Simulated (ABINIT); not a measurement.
## A GW chain in ABINIT: MgO (Periclase)

Wanted: ground state, empty states, screening and self-energy for MgO (Periclase).

Main program and level: ABINIT 10.8.3; PBE and many-body steps on it, plane waves.

Most raw output is cut from this account.

The database entry behind the starting cell differs from later determinations by our own check (about 0.1 % long), so it need not match the best structure at ambient conditions.

### 1. Starting point

The structure is cubic, space group Fm-3m (No. 225). The conventional cell has a = 4.217 Å, b = 4.217 Å, c = 4.217 Å, α = 90.00°, β = 90.00°, γ = 90.00°. Nearest to Mg lie 6 O at 2.11 Å. Nearest to O lie 6 Mg at 2.11 Å. Farther neighbours and most contacts between anions are not listed.

The cell and positions come from the Crystallography Open Database and are kept as given unless a step says otherwise.

### 2. Ground state

This step: ABINIT 10.8.3; DFT, PBE, plane waves, norm-conserving pseudopotentials.

The ground-state density comes first.

Input file run.abi:

```
acell 3*1.0 Angstrom
rprim 
  -0.000000000000 2.108500000000 2.108500000000
  2.108500000000 0.000000000000 2.108500000000
  2.108500000000 2.108500000000 0.000000000000
ntypat 2
znucl 12 8
natom 2
typat 1 2
xred 
  0.000000000000 0.000000000000 0.000000000000
  0.500000000000 0.500000000000 0.500000000000
pp_dirpath "pseudos"
pseudos "Mg.upf, O.upf"
ecut 38
ngkpt 8 8 8
nshiftk 1
shiftk 0 0 0
kptopt 1
chksymbreak 0
nband 13
occopt 1
tolvrs 1e-10
nstep 60
prtwf 0
optforces 0
optstress 0
indata_prefix "in"
outdata_prefix "out"
tmpdata_prefix "tmp"
```

On the command line:

```bash
$ OMP_NUM_THREADS=1 mpirun -n 8 abinit run.abi > log
```

The job ended after 2.8 s (8 MPI ranks of Arm Neoverse V2, shared host; peak memory 0.07 GiB; 21 s of CPU time).

Numbers from this step:

```yaml
total_energy: -2069.4483 eV
gap: 4.733 eV
k_of_the_valence_top: 0, 0, 0
k_of_the_conduction_bottom: 0, 0, 0
least_direct_gap: 4.733 eV
```

The gap is direct, at Γ.

### 3. Bands along the symmetry lines

The cheap functional maps the bands first; the places of the edges decide which points the dearer methods must see.

Input file run.abi:

```
acell 3*1.0 Angstrom
rprim 
  -0.000000000000 2.108500000000 2.108500000000
  2.108500000000 0.000000000000 2.108500000000
  2.108500000000 2.108500000000 0.000000000000
ntypat 2
znucl 12 8
natom 2
typat 1 2
xred 
  0.000000000000 0.000000000000 0.000000000000
  0.500000000000 0.500000000000 0.500000000000
pp_dirpath "pseudos"
pseudos "Mg.upf, O.upf"
ecut 38
iscf -2
irdden 1
kptopt 0
nkpt 50
kpt 
  0.00000000 0.00000000 0.00000000
  0.06250000 0.00000000 0.06250000
  0.12500000 0.00000000 0.12500000
  0.18750000 0.00000000 0.18750000
  0.25000000 0.00000000 0.25000000
  0.31250000 0.00000000 0.31250000
  0.37500000 0.00000000 0.37500000
  0.43750000 0.00000000 0.43750000
  0.50000000 0.00000000 0.50000000
  0.51562500 0.03125000 0.51562500
  0.53125000 0.06250000 0.53125000
  0.54687500 0.09375000 0.54687500
  0.56250000 0.12500000 0.56250000
  0.57812500 0.15625000 0.57812500
  0.59375000 0.18750000 0.59375000
  0.60937500 0.21875000 0.60937500
  0.62500000 0.25000000 0.62500000
  0.37500000 0.37500000 0.75000000
  0.32812500 0.32812500 0.65625000
  0.28125000 0.28125000 0.56250000
  0.23437500 0.23437500 0.46875000
  0.18750000 0.18750000 0.37500000
  0.14062500 0.14062500 0.28125000
  0.09375000 0.09375000 0.18750000
  0.04687500 0.04687500 0.09375000
  0.00000000 0.00000000 0.00000000
  0.06250000 0.06250000 0.06250000
  0.12500000 0.12500000 0.12500000
  0.18750000 0.18750000 0.18750000
  0.25000000 0.25000000 0.25000000
  0.31250000 0.31250000 0.31250000
  0.37500000 0.37500000 0.37500000
  0.43750000 0.43750000 0.43750000
  0.50000000 0.50000000 0.50000000
  0.50000000 0.46875000 0.53125000
  0.50000000 0.43750000 0.56250000
  0.50000000 0.40625000 0.59375000
  0.50000000 0.37500000 0.62500000
  0.50000000 0.34375000 0.65625000
  0.50000000 0.31250000 0.68750000
  0.50000000 0.28125000 0.71875000
  0.50000000 0.25000000 0.75000000
  0.50000000 0.21875000 0.71875000
  0.50000000 0.18750000 0.68750000
  0.50000000 0.15625000 0.65625000
  0.50000000 0.12500000 0.62500000
  0.50000000 0.09375000 0.59375000
  0.50000000 0.06250000 0.56250000
  0.50000000 0.03125000 0.53125000
  0.50000000 0.00000000 0.50000000
istwfk *1
nband 15
nbdbuf 2
tolwfr 1e-08
nstep 40
prtwf 0
prtvol 0
indata_prefix "in"
outdata_prefix "out"
tmpdata_prefix "tmp"
```

Elapsed: 2.4 s, on 8 MPI ranks; peak memory 0.07 GiB.

Numbers from this step:

```yaml
gap: 4.733 eV
k_of_the_valence_top: 0, 0, 0
k_of_the_conduction_bottom: 0, 0, 0
least_direct_gap: 4.733 eV
```

The gap is 4.733 eV, as in the run before at this level.

The electronic bands at the labelled points (eV, zero at the top of the highest filled band; v1 is the highest filled band, c1 the lowest empty one):

| point | v4 | v3 | v2 | v1 | c1 | c2 | c3 | c4 |
| --- | --- | --- | --- | --- | --- | --- | --- | --- |
| Γ | -17.17 | 0.00 | 0.00 | 0.00 | 4.73 | 15.94 | 15.94 | 15.94 |
| halfway | -16.41 | -2.60 | -0.72 | -0.72 | 8.06 | 11.27 | 15.51 | 17.50 |
| X | -15.64 | -4.02 | -1.33 | -1.33 | 9.22 | 9.97 | 13.05 | 18.94 |
| halfway | -15.62 | -3.87 | -1.77 | -1.27 | 9.59 | 10.49 | 12.90 | 18.58 |
| U | -15.61 | -3.44 | -2.67 | -1.12 | 10.14 | 11.76 | 12.51 | 18.11 |
| jump to K | -15.61 | -3.44 | -2.67 | -1.12 | 10.14 | 11.76 | 12.51 | 18.11 |
| halfway | -16.34 | -2.91 | -1.16 | -0.38 | 8.15 | 12.04 | 15.37 | 17.95 |
| Γ | -17.17 | 0.00 | 0.00 | 0.00 | 4.73 | 15.94 | 15.94 | 15.94 |
| halfway | -16.57 | -2.63 | -0.33 | -0.33 | 7.09 | 12.61 | 16.73 | 16.73 |
| L | -15.86 | -4.57 | -0.63 | -0.63 | 7.91 | 12.57 | 16.32 | 16.32 |
| halfway | -15.72 | -3.96 | -1.90 | -0.97 | 9.68 | 12.18 | 13.50 | 16.90 |
| W | -15.58 | -2.91 | -2.91 | -1.75 | 11.66 | 11.66 | 12.15 | 15.52 |
| halfway | -15.61 | -3.73 | -1.87 | -1.54 | 10.08 | 10.85 | 12.73 | 17.32 |
| X | -15.64 | -4.02 | -1.33 | -1.33 | 9.22 | 9.97 | 13.05 | 18.94 |

### 4. Empty states on the mesh, 6×6×6 mesh, 154 bands

The sums over transitions need many empty states on a uniform mesh; this step solves for them.

Input file run.abi:

```
acell 3*1.0 Angstrom
rprim 
  -0.000000000000 2.108500000000 2.108500000000
  2.108500000000 0.000000000000 2.108500000000
  2.108500000000 2.108500000000 0.000000000000
ntypat 2
znucl 12 8
natom 2
typat 1 2
xred 
  0.000000000000 0.000000000000 0.000000000000
  0.500000000000 0.500000000000 0.500000000000
pp_dirpath "pseudos"
pseudos "Mg.upf, O.upf"
ecut 38
ngkpt 6 6 6
nshiftk 1
shiftk 0 0 0
kptopt 1
chksymbreak 0
irdden 1
istwfk *1
nband 154
prtvol 0
optdriver 6
gwr_task "HDIAGO"
paral_kgb 0
occopt 1
indata_prefix "in"
outdata_prefix "out"
tmpdata_prefix "tmp"
```

Wall time 6 s (8 MPI ranks); peak memory 1.3 GiB.

Numbers from this step:

```yaml
gap: 4.733 eV
k_of_the_valence_top: 0, 0, 0
k_of_the_conduction_bottom: 0, 0, 0
least_direct_gap: 4.733 eV
k_points_computed: 16
lowest_point_of_the_top_converged_band_above_the_valence_top: 202.6857 eV
```

On this mesh the gap is 4.733 eV.

### 5. Screening, 6×6×6 mesh, 146 bands, screening to 261.2 eV

The RPA dielectric matrix is built and inverted for each q.

This step: RPA screening on PBE, plane waves, norm-conserving pseudopotentials.

run.abi, as its differences from that of step 4:

```diff
@@ -20,10 +20,11 @@
 chksymbreak 0
-irdden 1
 istwfk *1
-nband 154
-prtvol 0
-optdriver 6
-gwr_task "HDIAGO"
-paral_kgb 0
 occopt 1
+irdwfk 1
+optdriver 3
+nband 146
+ecuteps 9.6
+inclvkb 2
+awtr 1
+symchi 1
 indata_prefix "in"
```

Wall time 46 s (8 MPI ranks); peak memory 1.5 GiB; 6.1 min of CPU time.

Numbers from this step:

```yaml
eps_infinity_with_local_fields_on_this_mesh_along_the_program_s_q_direction: 3.037
the_same_without_local_fields: 3.258
plasma_frequency: 34.30 eV
plane_waves_in_the_screening_matrix: 169
```

Local fields lower ε∞ by 7 %.

### 6. Self-energy, 6×6×6 mesh, 146 bands, screening to 261.2 eV

The self-energy is evaluated for the states that the input lists, and the levels follow from it, in one-shot runs by the linearised quasiparticle equation.

This step: G0W0 on PBE, plane waves, norm-conserving pseudopotentials.

run.abi, as its differences from that of step 5:

```diff
@@ -23,8 +23,15 @@
 irdwfk 1
-optdriver 3
+optdriver 4
 nband 146
+gwcalctyp 0
+ecutsigx 38
+symsigma 1
+nkptgw 1
+kptgw 
+  0.0000000000 0.0000000000 0.0000000000
+bdgw 
+  6 12
 ecuteps 9.6
-inclvkb 2
-awtr 1
-symchi 1
+irdscr 1
+ppmodel 1
 indata_prefix "in"
```

It took 4.3 s on 8 MPI ranks; peak memory 1.2 GiB; 34 s of CPU time.

Numbers from this step:

| Quantity | Value |
| --- | --- |
| G0W0 gap on the points computed | 7.053 eV |
| starting gap on the mesh | 4.733 eV |
| k of the valence top | 0, 0, 0 |
| k of the conduction bottom | 0, 0, 0 |
| Z at the valence top | 0.806 |
| Z at the conduction bottom | 0.854 |
| least direct G0W0 gap on the computed points | 7.053 eV |

The gap on the mesh goes from 4.73 eV to 7.05 eV, a correction of +2.32 eV.

Limits: finite bands, cutoff and mesh. v1 is the top filled band, c1 the lowest empty one. The levels before and after the correction (eV, zero at the valence-band top of each column):

|  | conduction bottom | valence top |
| --- | --- | --- |
| Kohn-Sham | 4.73 | 0.00 |
| G0W0 | 7.05 | 0.00 |

|  | level | energy (eV) |
| --- | --- | --- |
| Kohn-Sham | Γ v3-v1 | 0.000 |
| Kohn-Sham | Γ c1 | 4.733 |
| Kohn-Sham | Γ c2-c4 | 15.939 |
| G0W0 | Γ v3-v1 | 0.000 |
| G0W0 | Γ c1 | 7.053 |
| G0W0 | Γ c2-c4 | 18.458 |

### 7. Where the time went

Times are wall times on 8 MPI ranks of Arm Neoverse V2, shared host, good to a factor of about two.

| step | time | share | memory (GiB) |
| --- | --- | --- | --- |
| ground state | 2.8 s | 5 % | 0.07 |
| bands along the symmetry lines | 2.4 s | 4 % | 0.07 |
| empty states on the mesh | 6 s | 10 % | 1.3 |
| screening | 46 s | 75 % | 1.5 |
| self-energy | 4.3 s | 7 % | 1.2 |

### 8. Results

```yaml
pbe_gap: 4.73 eV, direct
g0w0_gap_on_the_mesh: 7.05 eV
gw_settings: 6×6×6 mesh, 146 bands, screening to 261.2 eV, Godby-Needs plasmon pole
known_limits: not at the basis limit
```

**Reading.** G0W0 moves the gap on the mesh from 4.73 eV to 7.05 eV (+2.32 eV), with Z of 0.81 and 0.85 at the edges. Local fields lower the RPA ε∞ on this mesh from 3.26 to 3.04. Only 1 of the mesh's irreducible points was corrected, so a valley elsewhere could overtake. The dearest step here is «screening». Bands and cutoff are finite, so the gap is not at the basis limit. The miss can reach some tenths of an eV and take either sign; the mesh is an error of its own. In the G0W0 run levels were corrected at 1 k point alone, so a gap called «on the mesh» is the least over those, and an edge elsewhere would be missed.

[Paths, hosts, dates, memory and timing lines, banners, echoed tables and standing remarks are left out of the program output.]

[Logs are printed without paths, hosts, clocks, repeated set-up lines and the standing remarks that a program may print on its own settings, such as how far it seeks lower states.]

[Runs of the session that timed out or met a known fault of the program may be left out.]

[Hosts, paths, dates, database ids (printed as entryN), source tags and the programs' standing remarks are cut or masked in the printed files.]

[G0W0 gaps are taken among the corrected bands and points alone; a level outside them can change the order at an edge.]

[Where Ansatz stands beside ABINIT at settings called matched, ABINIT's density can come from a denser mesh and the files from another edition; pairs whose starting gaps differed by over 0.03 eV were left out, so agreement reads better than it is.]
